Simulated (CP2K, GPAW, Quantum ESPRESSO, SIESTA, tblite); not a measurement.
## Running amorphous carbon (160 atoms) with SIESTA

Aim: run amorphous carbon (160 atoms) in SIESTA and see how near its forces come to a plane-wave reference, and at what cost.

Method: the method is named at each step, in SIESTA 5.4.2.

## Step 1: The structure

The cell holds 160 atoms: 160 C. Cell: a = 12.341 Å, b = 12.341 Å, c = 12.341 Å, α = 90.0°, β = 90.0°, γ = 90.0°. 160 atoms (160 C) placed at random at 1.7 g/cm³, melted at 6000 K for 10 ps at fixed volume with the LCBOP (Los and Fasolino, Phys. Rev. B 68, 024107 (2003)). Quenched from 4800 K to 100 K at 500 K/ps and fixed volume, held 5 ps. Then every atom was moved at random, 0.03 Å r.m.s. a Cartesian component.

The yardstick, on the same geometry:

* method: Kohn-Sham DFT, PBE, SSSP efficiency 1.3.0 pseudopotentials, plane waves (Quantum ESPRESSO 7.5); sssp-pbe-1.3.0-efficiency, cutoffs 45/360 Ry, Γ point
* r.m.s. force component: 2.02 eV/Å
* longest force: 9.989 eV/Å
* pressure: -10.11 GPa
* time: 5.2 min on 4 MPI ranks of Arm Neoverse V1, shared host
* CPU time: 21 min

## Step 2: PBE, DZP, shift 0.01 Ry, mesh 300 Ry

Method: Kohn-Sham DFT, PBE, PseudoDojo 0.4.1 norm-conserving pseudopotentials (converted to PSML), numerical atomic orbitals (DZP), diagonalisation.

The .psml files are PseudoDojo norm-conserving potentials that we converted to this format, checked against plane waves on the same files for H, C, O, Si, Ge and Ca alone.

File input.fdf:

```
SystemLabel cell
NumberOfAtoms 160
NumberOfSpecies 1
%block ChemicalSpeciesLabel
  1 6 C
%endblock ChemicalSpeciesLabel
LatticeConstant 1.0 Ang
%block LatticeVectors
  12.34060 0.00000 0.00000
  0.00000 12.34060 0.00000
  0.00000 0.00000 12.34060
%endblock LatticeVectors
PAO.BasisSize DZP
PAO.EnergyShift 0.01 Ry
XC.Functional GGA
XC.Authors PBE
MeshCutoff 300 Ry
%block kgrid_Monkhorst_Pack
  1 0 0 0.0
  0 1 0 0.0
  0 0 1 0.0
%endblock kgrid_Monkhorst_Pack
SolutionMethod diagon
OccupationFunction FD
ElectronicTemperature 580 K
SCF.Mixer.Method Pulay
SCF.Mixer.Weight 0.05
SCF.Mixer.History 8
SCF.Mix Hamiltonian
MaxSCFIterations 300
SCF.DM.Tolerance 1e-04
SCF.H.Tolerance 1.0e-3 eV
WriteForces T
Write.HirshfeldPop T
Write.VoronoiPop T
Write.DM F
Write.H F
XML.Write F
AtomicCoordinatesFormat Fractional
%block AtomicCoordinatesAndAtomicSpecies
  0.27587 0.78337 0.66933 1
  0.73203 0.86856 0.03279 1
  0.74236 0.92330 0.74300 1
  0.63610 0.97013 0.69643 1
  0.89210 0.06702 0.47289 1
  0.17876 0.19540 0.25969 1
  0.46517 0.36853 0.72868 1
  0.84697 0.18284 0.02355 1
  0.35691 0.52408 0.02473 1
  0.50254 0.61548 0.81692 1
  0.60433 0.15548 0.64157 1
  0.76845 0.16465 0.10125 1
  0.73933 0.83385 0.91864 1
  0.16715 0.79204 0.35827 1
  0.56297 0.27149 0.48903 1
  0.05476 0.76041 0.65652 1
  0.93968 0.28842 0.85644 1
  0.72346 0.78104 0.10961 1
  0.89656 0.71811 0.29293 1
  0.39305 0.62423 0.59565 1
  0.35192 0.40518 0.01115 1
  0.42814 0.00005 0.40109 1
  0.40509 0.39977 0.44898 1
  0.28255 0.20372 0.22317 1
  0.42744 0.69507 0.78594 1
  0.75942 0.55566 0.17437 1
  0.34031 0.43892 0.53270 1
  0.08679 0.26871 0.60358 1
  0.09404 0.81212 0.97104 1
  0.56783 0.13678 0.75729 1
  0.72855 0.45649 0.55523 1
  0.82352 0.87751 0.66689 1
  0.76185 0.92157 0.85178 1
  0.45522 0.35951 0.17752 1
  0.54621 0.02178 0.76483 1
  0.43274 0.96793 0.78734 1
  0.43690 0.48213 0.35688 1
  0.17918 0.11389 0.82302 1
  0.62078 0.90543 0.35348 1
  0.83295 0.46057 0.60465 1
  0.75135 0.04678 0.13194 1
  0.07915 0.04594 0.79972 1
  0.67095 0.29280 0.87096 1
  0.65343 0.24803 0.42080 1
  0.78978 0.01499 0.92822 1
  0.72697 0.80638 0.22909 1
  0.28517 0.10009 0.75025 1
  0.27038 0.77693 0.31728 1
  0.63073 0.45930 0.62383 1
  0.73078 0.70972 0.41326 1
  0.54412 0.52460 0.99324 1
  0.30665 0.55506 0.56447 1
  0.33284 0.99095 0.72764 1
  0.44541 0.64652 0.27387 1
  0.00555 0.23519 0.43113 1
  0.77587 0.05933 0.43495 1
[... 100 atom lines left out ...]
  0.29848 0.35964 0.60773 1
  0.10376 0.27036 0.19554 1
  0.36895 0.31337 0.68724 1
  0.67627 0.89054 0.46505 1
%endblock AtomicCoordinatesAndAtomicSpecies
```

Launch:

```console
OMP_NUM_THREADS=1 mpirun -np 4 siesta < input.fdf > output.txt
```

Log:

```text
Version         : 5.4.2
reinit: System Name:
reinit: System Label: cell
initatom: Reading input for the pseudopotentials and atomic orbitals ----------
Species number:   1 Atomic number:    6 Label: C
Ground state valence configuration (from tables):   2s02  2p02  3d00  4f00
---- Processing specs for species: C
GGA--PBE XC_GGA_X_PBE--XC_GGA_C_PBE pb
C pseudopotential only contains V_ls up to l=1 -- lmxkb reset.
Using PAO.SplitTailNorm
%block ChemicalSpeciesLabel
    1    6 C                       # Species index, atomic number, species label
%endblock ChemicalSpeciesLabel
%block PAO.Basis                 # Define Basis set
C                     2                    # Species label, number of l-shells
 n=2   0   2                         # n, l, Nzeta
   4.484      3.048
   1.000      1.000
 n=2   1   2 P   1                   # n, l, Nzeta, Polarization, NzetaPol
   5.436      3.692
   1.000      1.000
%endblock PAO.Basis
coor:   Atomic-coordinates input format  =     Fractional
siesta: System type = bulk
initatomlists: Number of atoms, orbitals, and projectors:    160  2080  1280
siesta: ******************** Simulation parameters ****************************
Total number of electrons:   640.000000
Total ionic charge:   640.000000
 Kpoints in:            1 . Kpoints trimmed:            1
siesta: k-grid: Number of k-points = 1
siesta: k-points from Monkhorst-Pack grid
siesta: k-cutoff (effective) =     6.170 Ang
siesta: k-point supercell and displacements
siesta: k-grid:     1     0     0      0.000
siesta: k-grid:     0     1     0      0.000
siesta: k-grid:     0     0     1      0.000
                     ====================================
                        Single-point calculation
                     ====================================
outcell: Unit cell vectors (Ang):
       12.340600    0.000000    0.000000
        0.000000   12.340600    0.000000
        0.000000    0.000000   12.340600
outcell: Cell vector modules (Ang)   :   12.340600   12.340600   12.340600
outcell: Cell angles (23,13,12) (deg):     90.0000     90.0000     90.0000
outcell: Cell volume (Ang**3)        :   1879.3550
Gamma-point calculation with multiply-connected orbital pairs
Gamma-point calculation with multiply-connected orbital pairs
Folding of H and S implicitly performed
Folding of H and S implicitly performed
new_DM -- step:     1
Initializing Density Matrix...
Attempting to read DM from file... Failed...
DM filled with atomic data:
InitMesh: MESH = 144 x 144 x 144 = 2985984
InitMesh: Mesh cutoff (required, used) =   300.000   376.318 Ry
stepf: Fermi-Dirac step function
        iscf     Eharris(eV)        E_KS(eV)     FreeEng(eV)     dDmax    Ef(eV) dHmax(eV)
   scf:    1   -25897.270059   -25994.765152   -25995.145021  1.917674 -5.481099  9.307851
   scf:    2   -26009.463638   -26006.442517   -26006.805935  0.295564 -5.437245  5.108503
   scf:    3   -26010.442783   -26009.483201   -26009.864350  0.282923 -5.404381  4.126538
   scf:    4   -26012.774067   -26011.536706   -26011.919552  0.128605 -5.350515  2.789760
   scf:    5   -26015.194732   -26013.671757   -26014.066733  0.119336 -5.245770  1.989531
   scf:    6   -26016.198633   -26015.094387   -26015.495695  0.027430 -5.109397  1.169810
   scf:    7   -26016.709713   -26016.051677   -26016.459512  0.036500 -4.934959  0.787671
   scf:    8   -26016.416931   -26016.252125   -26016.658983  0.012993 -4.891196  0.459928
   scf:    9   -26016.453516   -26016.366988   -26016.771771  0.013295 -4.860954  0.262960
   scf:   10   -26016.437445   -26016.407307   -26016.810367  0.009060 -4.851078  0.152380
   scf:   11   -26016.429854   -26016.419378   -26016.822025  0.002051 -4.848155  0.091677
   scf:   12   -26016.435690   -26016.428317   -26016.830513  0.001697 -4.847012  0.053008
[...]
scf:   21   -26016.435966   -26016.435959   -26016.838402  0.000118 -4.856593  0.003190
   scf:   22   -26016.435970   -26016.435965   -26016.838419  0.000196 -4.857242  0.002386
   scf:   23   -26016.435952   -26016.435959   -26016.838424  0.000094 -4.857653  0.001780
   scf:   24   -26016.435961   -26016.435960   -26016.838425  0.000053 -4.857885  0.001413
   scf:   25   -26016.435963   -26016.435962   -26016.838426  0.000039 -4.858062  0.000875
SCF Convergence by DM+H criterion
max |DM_out - DM_in|         :     0.0000389744
max |H_out - H_in|      (eV) :     0.0008747564
SCF cycle converged after 25 iterations
Using DM_out to compute the final energy and forces
siesta: E_KS(eV) =           -26016.4360
siesta: E_KS - E_eggbox =    -26016.4360
siesta: Atomic forces (eV/Ang):
     1   -0.237629   -2.522226   -0.116002
     2    0.726925    1.124332   -0.221756
     3   -3.672449    1.025074   -6.382957
     4    1.059773    0.048316    3.003883
     5   -5.849351   -0.243090   -2.319788
     6   -2.205348   -0.113510   -0.369324
     7    0.420265    0.860886    0.057596
     8    3.167489    1.606270   -1.930916
     9   -1.571399   -0.883610   -1.263460
    10    3.193036   -0.177596   -2.945781
    11    0.835134   -0.586878    0.752161
    12   -3.188434    0.713988    3.654728
[...]
156   -1.213252   -3.114200    0.932020
   157   -1.676544   -3.376499    1.700625
   158    0.950190   -0.985929    0.679564
   159   -1.138833   -1.849205   -0.721138
   160    1.436732    0.761600    1.640903
----------------------------------------
   Tot   -0.005487   -0.004007   -0.008285
----------------------------------------
   Max   10.862012
   Res    2.148189    sqrt( Sum f_i^2 / 3N )
----------------------------------------
   Max   10.862012    constrained
Stress tensor Voigt[x,y,z,yz,xz,xy] (kbar):       65.21       70.05       15.27       19.63        8.61       -3.12
(Free)E + p*V (eV/cell)   -26075.6924
Target enthalpy (eV/cell)   -26016.8384
siesta: Program's energy decomposition (eV):
siesta: Ebs     =     -8518.846706
siesta: Eions   =     45145.874890
siesta: Ena     =     12029.116418
siesta: Ekin    =     17399.994468
siesta: Enl     =      -807.556491
siesta: DEna    =      -385.841056
siesta: DUscf   =        31.733044
siesta: Ex      =     -8340.881782
siesta: Ec      =      -797.125672
siesta: Exc     =     -9138.007455
siesta: Eharris =    -26016.435963
siesta: Etot    =    -26016.435962
siesta: FreeEng =    -26016.838426
siesta: Final energy (eV):
siesta:  Band Struct. =   -8518.846706
siesta:       Kinetic =   17399.994468
siesta:       Hartree =   14319.180017
siesta:         Exch. =   -8340.881782
siesta:         Corr. =    -797.125672
siesta:   Exch.-corr. =   -9138.007455
siesta:  Ion-electron =  -44596.015332
siesta:       Ion-ion =   -4001.587660
siesta:         Total =  -26016.435962
siesta:         Fermi =      -4.858062
siesta: Stress tensor (static) (eV/Ang**3):
siesta:     0.040699   -0.001945    0.005376
siesta:    -0.001945    0.043721    0.012255
siesta:     0.005376    0.012255    0.009529
siesta: Cell volume =       1879.355013 Ang**3
siesta: Pressure (static):
siesta:                Solid            Molecule  Units
siesta:          -0.00034107         -0.00012237  Ry/Bohr**3
siesta:          -0.03131606         -0.01123562  eV/Ang**3
siesta:         -50.17385849        -18.00145081  kBar
    Orbital volume contribution        =          60.752364 eV
    (Free)E + p_basis*V_orbitals       =      -25956.086062 eV
    (Free)Eharris+ p_basis*V_orbitals  =      -25956.086063 eV
Hirshfeld Atomic Populations:
Atom #   charge [q] valence [e]  Species
     1     0.022200    3.977800  C
     2    -0.003340    4.003340  C
     3     0.005272    3.994728  C
     4     0.002548    3.997452  C
     5     0.008688    3.991312  C
     6     0.000242    3.999758  C
     7    -0.011818    4.011818  C
     8    -0.024580    4.024580  C
     9     0.013857    3.986143  C
    10     0.014347    3.985653  C
    11     0.027827    3.972173  C
    12     0.010644    3.989356  C
[...]
--------------------
 Total    -0.000042
Voronoi Atomic Populations:
Atom #   charge [q] valence [e]  Species
[...]
156     0.007932    3.992068  C
   157     0.002490    3.997510  C
   158     0.024846    3.975154  C
   159     0.027015    3.972985  C
   160    -0.003720    4.003720  C
--------------------
 Total    -0.000042
```

Elapsed: 3.4 min, on 4 MPI ranks of Arm Neoverse V1, shared host; peak memory 2.7 GiB.

Banners, paths, timers and routine set-up lines are dropped from the logs unmarked, and long logs keep their key lines alone; longer cuts are marked.

Numbers from this run, and their distance from the reference:

- r.m.s. force component: 2.148 eV/Å
- r.m.s. difference of force components: 294 meV/Å
- longest difference of force vectors: 1169 meV/Å
- force difference over r.m.s. force: 14.56 %
- slope of forces against the reference's: 1.055
- correlation of force components: 0.9919
- pressure: -5.017 GPa
- pressure difference: 5.093 GPa

This run lies far from the reference in forces at the same functional.

The surroundings of C100, which bears the longest force, nearest first, numbered as they follow in the input and with coordinates relative to it.

```csv
atom,x,y,z,distance (Å),bonds,Hirshfeld charge (e),Fx,Fy,Fz (eV/Å)
C100,0.00,0.00,0.00,0.00,3,0.04,0.99,-1.00,-10.86
C138,-0.05,-0.25,1.27,1.29,3,0.00,-0.76,-1.83,8.78
C106,0.29,-1.02,-0.98,1.44,2,-0.03,-1.67,-1.18,0.00
C102,-0.30,1.30,-0.64,1.47,3,0.01,1.30,-1.86,2.06
C68,-1.41,-0.38,1.86,2.36,3,0.00,-0.96,-0.07,1.83
C94,1.04,0.07,2.14,2.38,3,0.02,1.74,0.23,1.97
C14,0.71,2.25,-0.45,2.41,3,0.01,-0.11,2.62,0.82
C118,-1.30,1.39,-1.58,2.47,3,-0.01,-1.84,0.68,-2.73
C76,-0.21,-2.00,-1.71,2.64,2,-0.03,0.16,1.28,1.14
```

Forces lie 15 % from the reference's, at 0.66 times its CPU time.

## Step 3: PBE, SZ, shift 0.01 Ry, mesh 300 Ry

Method: Kohn-Sham DFT, PBE, PseudoDojo 0.4.1 norm-conserving pseudopotentials (converted to PSML), numerical atomic orbitals (SZ), diagonalisation.

input.fdf: that of step 2 with these lines changed.

```diff
@@ -12,3 +12,3 @@
 %endblock LatticeVectors
-PAO.BasisSize DZP
+PAO.BasisSize SZ
 PAO.EnergyShift 0.01 Ry
```

Launch:

```console
OMP_NUM_THREADS=1 siesta < input.fdf > output.txt
```

Log:

```text
Version         : 5.4.2
reinit: System Name:
reinit: System Label: cell
initatom: Reading input for the pseudopotentials and atomic orbitals ----------
Species number:   1 Atomic number:    6 Label: C
Ground state valence configuration (from tables):   2s02  2p02  3d00  4f00
---- Processing specs for species: C
GGA--PBE XC_GGA_X_PBE--XC_GGA_C_PBE pb
[... lines left out ...]
        iscf     Eharris(eV)        E_KS(eV)     FreeEng(eV)     dDmax    Ef(eV) dHmax(eV)
[... lines left out ...]
SCF Convergence by DM+H criterion
[... lines left out ...]
SCF cycle converged after 27 iterations
[... lines left out ...]
   Max   12.613601
[... lines left out ...]
   Max   12.613601    constrained
Stress tensor Voigt[x,y,z,yz,xz,xy] (kbar):     -110.22     -122.96     -190.35       18.60       21.50       -4.24
[... lines left out ...]
siesta: FreeEng =    -25788.796206
[... lines left out ...]
siesta:         Fermi =      -6.096401
[... lines left out ...]
siesta:    -0.002649   -0.076744    0.011612
siesta:     0.013418    0.011612   -0.118810
siesta: Cell volume =       1879.355013 Ang**3
siesta: Pressure (static):
siesta:                Solid            Molecule  Units
siesta:           0.00095970          0.00126051  Ry/Bohr**3
siesta:           0.08811540          0.11573430  eV/Ang**3
siesta:         141.17643985        185.42678555  kBar
    Orbital volume contribution        =          31.091430 eV
    (Free)E + p_basis*V_orbitals       =      -25757.704776 eV
    (Free)Eharris+ p_basis*V_orbitals  =      -25757.704771 eV
Hirshfeld Atomic Populations:
Atom #   charge [q] valence [e]  Species
     1     0.022154    3.977846  C
     2    -0.013006    4.013006  C
     3    -0.001477    4.001477  C
[...]
--------------------
 Total    -0.000026
Voronoi Atomic Populations:
Atom #   charge [q] valence [e]  Species
[...]
159     0.017544    3.982456  C
   160    -0.008069    4.008069  C
--------------------
 Total    -0.000026
```

Wall time 3 min (1 thread); peak memory 0.94 GiB.

Numbers from this run, and their distance from the reference:

```yaml
r_m_s_force_component: 2.587 eV/Å
r_m_s_difference_of_force_components: 1032 meV/Å
longest_difference_of_force_vectors: 3543 meV/Å
force_difference_over_r_m_s_force: 51.07 %
slope_of_forces_against_the_reference_s: 1.19
correlation_of_force_components: 0.929
pressure: 14.12 GPa
pressure_difference: 24.23 GPa
```

This is a coarse setting, run to see what it loses.

Against the first run (15 %), the force difference from the reference is 51 %, at 0.22 times the CPU time (on 1 against 4 cores), with 640 basis functions against 2080: the smaller basis costs accuracy.

(Continued in part 2 of 2.)

[Also dropped from logs without a mark: logging warnings of Python, and SIESTA's first energy breakdown and zero terms.]

[Logs are printed without paths, hosts, clocks, repeated set-up lines and the standing remarks that a program may print on its own settings, such as how far it seeks lower states.]

[Hosts, paths, dates, database ids (printed as entryN), source tags and the programs' standing remarks are cut or masked in the printed files.]
